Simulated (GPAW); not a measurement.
**Quasiparticle gap of VBiO4 (Dreyerite) in GPAW**

Wanted: ground state, empty states, screening and self-energy for VBiO4 (Dreyerite).

Method: LDA and many-body steps on it, plane waves, in GPAW 26.7.0.

### 1. Starting point

It takes space group I4_1/amd (No. 141, tetragonal). The conventional cell has a = 7.303 Å, b = 7.303 Å, c = 6.584 Å, α = 90.00°, β = 90.00°, γ = 90.00°. V has 4 O at 1.70 Å nearest. Nearest to Bi lie 8 O at 2.41 to 2.55 Å. Nearest to O lie 1 V at 1.70 Å and 2 Bi at 2.41 to 2.55 Å. Farther neighbours and most contacts between anions are not listed.

The cell and positions come from the Crystallography Open Database and are kept as given unless a step says otherwise. Spin-orbit coupling is left out unless a step names it.

### 2. Ground state

This step: GPAW 26.7.0; DFT, LDA, plane waves, PAW.

The ground-state density comes first.

run.py

```python
import json
import numpy as np
from gpaw.mpi import world
from ase import Atoms
from gpaw import GPAW, PW, FermiDirac

atoms = Atoms(['V', 'V', 'Bi', 'Bi', 'O', 'O', 'O', 'O', 'O', 'O', 'O', 'O'],
    cell=[[-3.6515000000, 3.6515000000, 3.2920000000],
      [3.6515000000, -3.6515000000, 3.2920000000],
      [3.6515000000, 3.6515000000, -3.2920000000]],
    scaled_positions=[[0.5000000000, 0.5000000000, 0.0000000000],
      [0.2500000000, 0.7500000000, 0.5000000000],
      [0.7500000000, 0.2500000000, 0.5000000000],
      [0.0000000000, 0.0000000000, 0.0000000000],
      [0.1550000000, 0.3330000000, 0.8220000000],
      [0.0830000000, 0.7610000000, 0.6780000000],
      [0.5110000000, 0.3330000000, 0.1780000000],
      [0.0830000000, 0.4050000000, 0.3220000000],
      [0.5950000000, 0.9170000000, 0.6780000000],
      [0.6670000000, 0.8450000000, 0.1780000000],
      [0.2390000000, 0.9170000000, 0.3220000000],
      [0.6670000000, 0.4890000000, 0.8220000000]],
    pbc=(True, True, True))
calc = GPAW(mode=PW(600),
    xc='LDA',
    kpts={'size': (6, 6, 6), 'gamma': True},
    occupations=FermiDirac(0.001),
    nbands=-12,
    convergence={'density': 1e-6, 'bands': -3},
    maxiter=100,
    txt='gs.txt')
atoms.calc = calc
res = {'energy': atoms.get_potential_energy()}
kpts = calc.get_ibz_k_points()
res['kpts'] = kpts
res['eigenvalues'] = [calc.get_eigenvalues(kpt=k) for k in range(len(kpts))]
res['n_electrons'] = calc.get_number_of_electrons()
calc.write('gs.gpw')

if world.rank == 0:
    with open('result.json', 'w') as f:
        json.dump(res, f, default=lambda x: x.tolist())
```

Launch:

```console
$ mpirun -n 4 gpaw python run.py
```

Numbers of over 12 decimals in the logs are rounded to 6 here.

The program printed:

```text
__  _  _
 | _ |_)|_||  |
 |__||  | ||/\| - 26.7.0

Input parameters:
  mode=PW(ecut=600.0),
  convergence={'density': 1e-06, 'bands': -3},
  kpts=MonkhorstPack(size=(6, 6, 6), gamma=True),
  maxiter=100,
  nbands=-12,
  occupations=Occupations(name='fermi-dirac', width=0.001, fixmagmom=False),
  xc=XC(name='LDA')
  [... matrices ...]
Diagonalizing LCAO Hamiltonian
Converting LCAO to pw mode

           O
        V Bi     O
        O       O
                 V

        Bi    O   O O

Atoms  # Å, Bohr magnetons
|    | symbol |        x |         y |         z |    initial magnetic moments |
|  0 |      V | 0.000000 |  0.000000 |  3.292000 | ( 0.0000,  0.0000,  0.0000) |
|  1 |      V | 3.651500 |  0.000000 |  1.646000 | ( 0.0000,  0.0000,  0.0000) |
|  2 |     Bi | 0.000000 |  3.651500 |  1.646000 | ( 0.0000,  0.0000,  0.0000) |
|  3 |     Bi | 0.000000 |  0.000000 |  0.000000 | ( 0.0000,  0.0000,  0.0000) |
|  4 |      O | 3.651500 |  2.351566 | -1.099528 | ( 0.0000,  0.0000,  0.0000) |
|  5 |      O | 4.951434 |  0.000000 |  0.546472 | ( 0.0000,  0.0000,  0.0000) |
|  6 |      O | 0.000000 |  1.299934 |  2.192472 | ( 0.0000,  0.0000,  0.0000) |
|  7 |      O | 2.351566 | -0.000000 |  0.546472 | ( 0.0000,  0.0000,  0.0000) |
|  8 |      O | 3.651500 |  1.299934 |  2.745528 | ( 0.0000,  0.0000,  0.0000) |
|  9 |      O | 1.299934 |  0.000000 |  4.391528 | ( 0.0000,  0.0000,  0.0000) |
| 10 |      O | 3.651500 | -1.299934 |  2.745528 | ( 0.0000,  0.0000,  0.0000) |
| 11 |      O | 2.351566 |  3.651500 |  1.099528 | ( 0.0000,  0.0000,  0.0000) |

Unit cell  # Å
| periodic |         x |         y |         z |  lengths |     angles |
|      yes | -3.651500 |  3.651500 |  3.292000 | 6.124065 | 106.795798 |
|      yes |  3.651500 | -3.651500 |  3.292000 | 6.124065 | 106.795798 |
|      yes |  3.651500 |  3.651500 | -3.292000 | 6.124065 | 114.965776 |

Number of symmetries: 8
Symmetry operations  # r_c * U_cc + t_c -> r_c
|   | kind |            matrix            |
| 0 |  σ   |  1, 1, 1,  0, 0,-1,  0,-1, 0 |
| 1 |  E   |  1, 0, 0,  0, 1, 0,  0, 0, 1 |
| 2 |  C2  |  0, 1, 0,  1, 0, 0, -1,-1,-1 |
| 3 |  S4  |  0, 0, 1, -1,-1,-1,  0, 1, 0 |
| 4 |  σ   |  0, 0,-1,  1, 1, 1, -1, 0, 0 |
| 5 |  C2  |  0,-1, 0, -1, 0, 0,  0, 0,-1 |
| 6 |  C2  | -1, 0, 0,  0,-1, 0,  1, 1, 1 |
| 7 |  S4  | -1,-1,-1,  0, 0, 1,  1, 0, 0 |

BZ-sampling:
  Number of BZ points: 216
  Number of IBZ points: 30

  Monkhorst-Pack size: [6, 6, 6]
  Monkhorst-Pack shift: [0.083333, 0.083333, 0.083333]

K-points  # in reciprocal-cell coordinates
|     |                                coordinates |     weight |
|   0 | (  0.00000000,   0.00000000,   0.00000000) | 0.00462963 |
|   1 | (  0.16666667,  -0.16666667,   0.00000000) | 0.01851852 |
|   2 | (  0.16666667,  -0.16666667,   0.16666667) | 0.01851852 |
|   3 | (  0.16666667,   0.00000000,   0.00000000) | 0.03703704 |
|   4 | (  0.16666667,   0.16666667,  -0.16666667) | 0.00925926 |
|   5 | (  0.33333333,  -0.33333333,   0.00000000) | 0.01851852 |
|   6 | (  0.33333333,  -0.33333333,   0.16666667) | 0.03703704 |
|   7 | (  0.33333333,  -0.33333333,   0.33333333) | 0.01851852 |
|   8 | (  0.33333333,  -0.16666667,   0.00000000) | 0.07407407 |
|   9 | (  0.33333333,  -0.16666667,   0.16666667) | 0.03703704 |
| ... |                                            |            |
|  29 | (  0.50000000,   0.50000000,   0.50000000) | 0.00462963 |

Plane wave coefficients: 5885
Cutoff: 600.0 eV

Spin-components: 1 (collinear spins)
Bands:           64
Projectors:      64
Spin-degeneracy: 2
Datatype:        complex128

  Storage: CPU
  Wave functions: 178_698_240 bytes (44_674_560 per core)
  Projectors: 106_102_080 bytes (26_525_520 per core)
  [... matrices ...]
Parallelization:
  kpt:    4
  domain: 1
  band:   1

Density:
  Valence electrons: 104.0
  Components: 1
  Grid points: [35 35 35]
  Charge: 0.0  # |e|

Potential:
  Grid points: [35 35 35]

species:
  V:
    name:    Vanadium
    Z:       23.0
    valence: 13
    core:    10
    charge:  0.0  # [|e|]
    compensation charges:
      type: gauss
      rc: 0.37  # [Å]
      lmax: 2
    cutoffs:
      filter: 2.14  # [Å]
      core: 0.96  # [Å]
    projectors
    | kind |    occ | energy [eV] | rcut [Å] |
    |   3s |  2.000 |     -69.819 |    1.254 |
    |   4s |  2.000 |      -4.846 |    1.254 |
    |   3p |  6.000 |     -43.961 |    1.281 |
    |   4p |  0.000 |      -1.526 |    1.281 |
    |   3d |  3.000 |      -5.381 |    1.169 |
    |    d |        |      21.830 |    1.169 |

    Using partial waves for V as LCAO basis

  Bi:
    name:    Bismuth
    Z:       83.0
    valence: 15
    core:    68
    charge:  0.0  # [|e|]
    compensation charges:
      type: gauss
      rc: 0.38  # [Å]
      lmax: 2
    cutoffs:
      filter: 2.23  # [Å]
      core: 2.33  # [Å]
    projectors
    | kind |    occ | energy [eV] | rcut [Å] |
    |   6s |  2.000 |     -14.665 |    1.286 |
    |   6p |  3.000 |      -4.777 |    1.275 |
    |   5d | 10.000 |     -27.225 |    1.349 |
    |    s |        |      12.546 |    1.286 |
    |    p |        |      22.434 |    1.275 |
    |    d |        |      -0.013 |    1.349 |

    Using partial waves for Bi as LCAO basis

  O:
    name:    Oxygen
    Z:       8.0
    valence: 6
    core:    2
    charge:  0.0  # [|e|]
    compensation charges:
      type: gauss
      rc: 0.21  # [Å]
      lmax: 2
    cutoffs:
      filter: 1.17  # [Å]
      core: 0.83  # [Å]
    projectors
    | kind |    occ | energy [eV] | rcut [Å] |
    |   2s |  2.000 |     -23.752 |    0.688 |
    |   2p |  4.000 |      -9.195 |    0.598 |
    |    s |        |       3.459 |    0.688 |
    |    p |        |      18.016 |    0.598 |
    |    d |        |       0.000 |    0.619 |

    Using partial waves for O as LCAO basis

Reference energy: -1236835.163565  # eV

eigensolver:
  PPCG
  Converge bands: -3
  niter=2

density mixing:
  MSR1-Mixer
  Pratt-step length: 0.05
  Maximum mixing coefficient: 0.75
  Old densities: 10
  SVD Regularization: 0.005
  Good broyden scale: 1.0
  Trust region scale: 1.0
  Backstep threshold: 4.0
  History deletion threshold: 6.0
  Fourier metric: weight=20.0, sigma=0.015

occupation numbers:
  Fermi-Dirac:
    width: 0.0010  # eV

poisson solver:
  ecut: 4800.0  # eV

xc functional:
  name: None

Initialization done in: 4.530 s

convergence criteria:
- Maximum integral of absolute [dens]ity change: 1e-06 electrons / valence electron
- Maximum [total energy] change in last 3 cyles: 0.0005 eV / valence electron
- Maximum integral of absolute [eigenst]ate change: 4e-08 eV^2 / valence electron
maximum number of iterations: 100

SCF iterations
|iter     |     time |      energy | eigst |  dens |
|iter:   1|  | -116.091198 | +0.58 |       |
|iter:   2|  | -111.126566 | -0.57 | -0.83 |
|iter:   3|  | -100.864140 | +0.25 | -0.90 |
|iter:   4|  | -100.842536 | -0.58 | -1.46 |
|iter:   5|  | -100.599028 | -1.22 | -1.59 |
|iter:   6|  | -100.557773 | -2.07 | -1.85 |
|iter:   7|  | -100.556830c| -2.76 | -2.61 |
|iter:   8|  | -100.556900c| -3.30 | -3.24 |
|iter:   9|  | -100.556843c| -3.78 | -3.49 |
|iter:  10|  | -100.556826c| -4.20 | -3.72 |
|iter:  11|  | -100.556830c| -4.58 | -4.22 |
|iter:  12|  | -100.556830c| -4.85 | -4.82 |
|iter:  13|  | -100.556831c| -5.08 | -5.18 |
|iter:  14|  | -100.556831c| -5.28 | -5.42 |
|iter:  15|  | -100.556831c| -5.69 | -6.14c|
|iter:  16|  | -100.556831c| -5.99 | -6.71c|
|iter:  17|  | -100.556831c| -6.32 | -7.15c|
|iter:  18|  | -100.556831c| -6.58 | -7.44c|
|iter:  19|  | -100.556831c| -6.89 | -7.99c|
|iter:  20|  | -100.556831c| -7.08 | -8.17c|
|iter:  21|  | -100.556831c| -7.15 | -8.24c|
|iter:  22|  | -100.556831c| -7.27 | -8.45c|
|iter:  23|  | -100.556831c| -7.37 | -8.69c|
|iter:  24|  | -100.556831c| -7.63c| -8.84c|

Converged in 24 steps
SCF loop duration: 117.980 s (4.916 s/step)
Energy contributions relative to reference atoms: (reference = -1236835.163565)
  [... matrices ...]
Energy contributions:
  Kinetic:          91.326974
  Coulomb:        -103.614397
  Zero:             -2.459585
  External:          0.000000
  Xc:              -85.809823
  Entropy:          -0.000000
  Spinorbit:         0.000000
  ----------------------------
  Free energy:    -100.556831
  Extrapolated:   -100.556831

dipole moment: (-11.791189, -35.017852, -4.616309)  # |e|*Ang

Fermi level: 3.702
Eigenvalues  # (at kpt = [0.000, 0.000, 0.000])
| band index |      eig [eV] | occ [0-2] |
|          0 |       -60.237 |     2.000 |
|        ... |               |           |
|         44 |         1.436 |     2.000 |
|         45 |         1.700 |     2.000 |
|         46 |         2.048 |     2.000 |
|         47 |         2.048 |     2.000 |
|         48 |         2.177 |     2.000 |
|         49 |         2.328 |     2.000 |
|         50 |         2.328 |     2.000 |
|         51 |         2.556 |     2.000 |
|         52 |         6.060 |     0.000 |
[...]
|         56 |         7.058 |     0.000 |
|         57 |         7.270 |     0.000 |
|         58 |         7.343 |     0.000 |
|         59 |         7.343 |     0.000 |
|        ... |               |           |
|         63 |         9.015 |     0.000 |

Gap: 2.696 eV
Transition (v -> c):
  (s=0, k=14, n=51, [0.33, 0.33, -0.33]) -> (s=0, k=14, n=52, [0.33, 0.33, -0.33])
No difference between direct/indirect transitions
# Writing to gs.gpw (mode='')
  [... matrices ...]
```

Wall time 2.1 min (4 MPI ranks of Arm Neoverse V2, shared host); peak memory 1.3 GiB; 8.3 min of CPU time.

Numbers from this step:

```
total energy               : -100.5568 eV
gap                        : 2.696 eV
k of the valence top       : 0.3333, 0.3333, -0.3333
k of the conduction bottom : 0.3333, 0.3333, -0.3333
least direct gap           : 2.696 eV
```

The gap is direct, at (0.333, 0.333, -0.333).

### 3. Bands along the symmetry lines

The cheap functional maps the bands first; the places of the edges decide which points the dearer methods must see.

run.py

```python
import json
import numpy as np
from gpaw.mpi import world
from gpaw import GPAW

path = [[0.000000, 0.000000, 0.000000],
    [0.000000, 0.000000, 0.062500],
    [0.000000, 0.000000, 0.125000],
    [0.000000, 0.000000, 0.187500],
    [0.000000, 0.000000, 0.250000],
    [0.000000, 0.000000, 0.312500],
    [0.000000, 0.000000, 0.375000],
    [0.000000, 0.000000, 0.437500],
    [-0.000000, 0.000000, 0.500000],
    [-0.062500, 0.062500, 0.500000],
    [-0.125000, 0.125000, 0.500000],
    [-0.187500, 0.187500, 0.500000],
    [-0.250000, 0.250000, 0.500000],
    [-0.312500, 0.312500, 0.500000],
    [-0.375000, 0.375000, 0.500000],
    [-0.437500, 0.437500, 0.500000],
    [-0.500000, 0.500000, 0.500000],
    [-0.437500, 0.437500, 0.437500],
    [-0.375000, 0.375000, 0.375000],
    [-0.312500, 0.312500, 0.312500],
    [-0.250000, 0.250000, 0.250000],
    [-0.187500, 0.187500, 0.187500],
    [-0.125000, 0.125000, 0.125000],
    [-0.062500, 0.062500, 0.062500],
    [0.000000, 0.000000, 0.000000],
    [0.056650, 0.056650, -0.056650],
    [0.113299, 0.113299, -0.113299],
    [0.169949, 0.169949, -0.169949],
    [0.226598, 0.226598, -0.226598],
    [0.283248, 0.283248, -0.283248],
    [0.339898, 0.339898, -0.339898],
    [0.396547, 0.396547, -0.396547],
    [0.453197, 0.453197, -0.453197],
    [-0.453197, 0.546803, 0.453197],
    [-0.459047, 0.540953, 0.459047],
    [-0.464898, 0.535102, 0.464898],
    [-0.470748, 0.529252, 0.470748],
    [-0.476598, 0.523402, 0.476598],
    [-0.482449, 0.517551, 0.482449],
    [-0.488299, 0.511701, 0.488299],
    [-0.494150, 0.505850, 0.494150],
    [-0.500000, 0.500000, 0.500000],
    [0.000000, 0.000000, 0.500000],
    [0.031250, 0.031250, 0.468750],
    [0.062500, 0.062500, 0.437500],
    [0.093750, 0.093750, 0.406250],
    [0.125000, 0.125000, 0.375000],
    [0.156250, 0.156250, 0.343750],
    [0.187500, 0.187500, 0.312500],
    [0.218750, 0.218750, 0.281250],
    [0.250000, 0.250000, 0.250000],
    [0.218750, 0.281250, 0.218750],
    [0.187500, 0.312500, 0.187500],
    [0.156250, 0.343750, 0.156250],
    [0.125000, 0.375000, 0.125000],
    [0.093750, 0.406250, 0.093750],
    [0.062500, 0.437500, 0.062500],
    [0.031250, 0.468750, 0.031250],
    [0.000000, 0.500000, 0.000000],
    [0.000000, 0.437500, 0.000000],
    [0.000000, 0.375000, 0.000000],
    [0.000000, 0.312500, 0.000000],
    [0.000000, 0.250000, 0.000000],
    [0.000000, 0.187500, 0.000000],
    [0.000000, 0.125000, 0.000000],
    [0.000000, 0.062500, 0.000000],
    [0.000000, 0.000000, 0.000000]]
calc = GPAW('gs.gpw').fixed_density(kpts=path,
    symmetry='off',
    nbands=62,
    convergence={'bands': 58},
    txt='bands.txt')
res = {}
kpts = calc.get_ibz_k_points()
res['kpts'] = kpts
res['eigenvalues'] = [calc.get_eigenvalues(kpt=k) for k in range(len(kpts))]
res['n_electrons'] = calc.get_number_of_electrons()

if world.rank == 0:
    with open('result.json', 'w') as f:
        json.dump(res, f, default=lambda x: x.tolist())
```

Launch:

```console
$ mpirun -n 4 gpaw python run.py
```

The program printed:

```text
Diagonalizing LCAO Hamiltonian
Converting LCAO to pw mode
convergence criteria:
- Maximum integral of absolute [eigenst]ate change: 4e-08 eV^2 / valence electron
maximum number of iterations: 100

SCF iterations
|iter     |     time |      energy | eigst |  dens |
|iter:   1|  |             | +0.65 |       |
|iter:   2|  |             | -0.79 |       |
|iter:   3|  |             | -1.81 |       |
[...]
|iter:  13|  |             | -7.03 |       |
|iter:  14|  |             | -7.33 |       |
|iter:  15|  |             | -7.55c|       |
SCF steps: 15
  __  _  _
 | _ |_)|_||  |
 |__||  | ||/\| - 26.7.0

Input parameters:
  mode=PW(ecut=600.0),
  convergence={'bands': 58},
  gpts=array([35, 35, 35]),
  kpts=KPoints(kpts=array([[ 0.      ,  0.      ,  0.      ],
         [ 0.      ,  0.      ,  0.0625  ],
         [ 0.      ,  0.      ,  0.125   ],
         [ 0.      ,  0.      ,  0.1875  ],
[...]
[-0.      ,  0.      ,  0.5     ],
         [-0.0625  ,  0.0625  ,  0.5     ],
         [-0.125   ,  0.125   ,  0.5     ],
[...]
[ 0.113299,  0.113299, -0.113299],
         [ 0.169949,  0.169949, -0.169949],
         [ 0.226598,  0.226598, -0.226598],
         [ 0.283248,  0.283248, -0.283248],
         [ 0.339898,  0.339898, -0.339898],
         [ 0.396547,  0.396547, -0.396547],
         [ 0.453197,  0.453197, -0.453197],
         [-0.453197,  0.546803,  0.453197],
         [-0.459047,  0.540953,  0.459047],
         [-0.464898,  0.535102,  0.464898],
         [-0.470748,  0.529252,  0.470748],
         [-0.476598,  0.523402,  0.476598],
         [-0.482449,  0.517551,  0.482449],
         [-0.488299,  0.511701,  0.488299],
         [-0.49415 ,  0.50585 ,  0.49415 ],
         [-0.5     ,  0.5     ,  0.5     ],
[...]
[ 0.      ,  0.125   ,  0.      ],
         [ 0.      ,  0.0625  ,  0.      ],
         [ 0.      ,  0.      ,  0.      ]])),
  maxiter=100,
  nbands=62,
  occupations=Occupations(name='fermi-dirac', width=0.001, fixmagmom=False),
  parallel={},
  symmetry=Symmetry(point_group=False, time_reversal=False),
  xc=XC(name='LDA')
```

Wall time 2.8 min (4 MPI ranks); peak memory 1.7 GiB; 11 min of CPU time.

Numbers from this step:

| Property | Result |
| --- | --- |
| gap | 2.700 eV |
| k of the valence top | 0.3399, 0.3399, -0.3399 |
| k of the conduction bottom | 0.3399, 0.3399, -0.3399 |
| least direct gap | 2.700 eV |

The gap is 2.700 eV, +0.004 eV from the run before at this level.

The electronic bands at the labelled points (eV, zero at the top of the highest filled band):

```
     point  band 49  band 50  band 51  band 52  band 53  band 54  band 55  band 56
         Γ    -0.60    -0.45    -0.45    -0.23     3.28     3.76     3.87     3.88
   halfway    -0.59    -0.56    -0.34    -0.33     3.28     3.69     3.85     3.85
         X    -0.54    -0.54    -0.37    -0.37     3.42     3.42     3.79     3.79
   halfway    -0.69    -0.69    -0.41    -0.41     3.40     3.40     3.73     3.73
         M    -0.68    -0.68    -0.64    -0.64     3.58     3.58     3.59     3.59
   halfway    -0.63    -0.53    -0.50    -0.41     3.31     3.50     3.80     3.86
         Γ    -0.60    -0.45    -0.45    -0.23     3.28     3.76     3.87     3.88
   halfway    -0.86    -0.82    -0.41    -0.31     2.94     3.24     3.57     3.80
         Z    -0.77    -0.70    -0.70    -0.37     3.24     3.62     3.62     3.84
jump to Z0    -0.77    -0.70    -0.70    -0.37     3.24     3.62     3.62     3.84
   halfway    -0.78    -0.69    -0.69    -0.51     3.41     3.60     3.60     3.75
         M    -0.68    -0.68    -0.64    -0.64     3.58     3.58     3.59     3.59
 jump to X    -0.54    -0.54    -0.37    -0.37     3.42     3.42     3.79     3.79
   halfway    -0.52    -0.52    -0.25    -0.25     3.20     3.20     3.61     3.61
         P    -0.51    -0.51    -0.12    -0.12     2.95     2.95     3.53     3.53
   halfway    -0.66    -0.41    -0.33    -0.07     2.80     3.16     3.50     3.63
         N    -0.76    -0.57    -0.37    -0.07     2.77     3.27     3.50     3.70
   halfway    -0.68    -0.60    -0.38    -0.29     3.26     3.37     3.45     3.80
         Γ    -0.60    -0.45    -0.45    -0.23     3.28     3.76     3.87     3.88
```

### 4. Empty states on the mesh, 4×4×4 mesh, 150 bands

The sums over transitions need many empty states on a uniform mesh; this step solves for them.

run.py

```python
import json
import numpy as np
from gpaw.mpi import world
from gpaw import GPAW

calc = GPAW('gs.gpw').fixed_density(kpts={'size': (4, 4, 4), 'gamma': True},
    nbands=175,
    convergence={'bands': 150},
    txt='nscf.txt')
calc.write('full.gpw', mode='all')
res = {}
kpts = calc.get_ibz_k_points()
res['kpts'] = kpts
res['eigenvalues'] = [calc.get_eigenvalues(kpt=k) for k in range(len(kpts))]
res['n_electrons'] = calc.get_number_of_electrons()

if world.rank == 0:
    with open('result.json', 'w') as f:
        json.dump(res, f, default=lambda x: x.tolist())
```

Launch:

```console
$ mpirun -n 4 gpaw python run.py
```

The program printed:

```text
Diagonalizing LCAO Hamiltonian
Converting LCAO to pw mode
convergence criteria:
- Maximum integral of absolute [eigenst]ate change: 4e-08 eV^2 / valence electron
maximum number of iterations: 100

SCF iterations
|iter     |     time |      energy | eigst |  dens |
|iter:   1|  |             | +3.57 |       |
|iter:   2|  |             | +2.24 |       |
|iter:   3|  |             | +1.26 |       |
[...]
|iter:  12|  |             | -6.49 |       |
|iter:  13|  |             | -7.18 |       |
|iter:  14|  |             | -7.61c|       |
SCF steps: 14
  __  _  _
 | _ |_)|_||  |
 |__||  | ||/\| - 26.7.0

Input parameters:
  mode=PW(ecut=600.0),
  convergence={'bands': 150},
  gpts=array([35, 35, 35]),
  kpts=MonkhorstPack(size=(4, 4, 4), gamma=True),
  maxiter=100,
  nbands=175,
  occupations=Occupations(name='fermi-dirac', width=0.001, fixmagmom=False),
  parallel={},
  xc=XC(name='LDA')
# Writing to full.gpw (mode='all')
  [... matrices ...]

timing:  # [seconds]
  Total: 0.071  # ━━━━━━━━━━━━━━━━━━━━━━━━━━━━━━━━━━━━━━━━━━━━━━━━━━━━━━━━━━━
```

Wall time 2 min (4 MPI ranks); peak memory 1.5 GiB; 8.1 min of CPU time.

This step gave:

```
gap                                                           : 2.841 eV
k of the valence top                                          : 0.5, 0, 0.5
k of the conduction bottom                                    : 0.5, 0, 0.5
least direct gap                                              : 2.841 eV
k points computed                                             : 13
lowest point of the top converged band, above the valence top : 34.89 eV
```

On this mesh the gap is 2.841 eV. The earlier step found 2.696 eV, so this mesh misses an edge.

(Continued in part 2 of 2.)

[Paths, hosts, dates, memory and timing lines, banners, echoed tables and standing remarks are left out of the program output.]

[Logs are printed without paths, hosts, clocks, repeated set-up lines and the standing remarks that a program may print on its own settings, such as how far it seeks lower states.]

[Runs of the session that timed out or met a known fault of the program may be left out.]

[Hosts, paths, dates, database ids (printed as entryN), source tags and the programs' standing remarks are cut or masked in the printed files.]
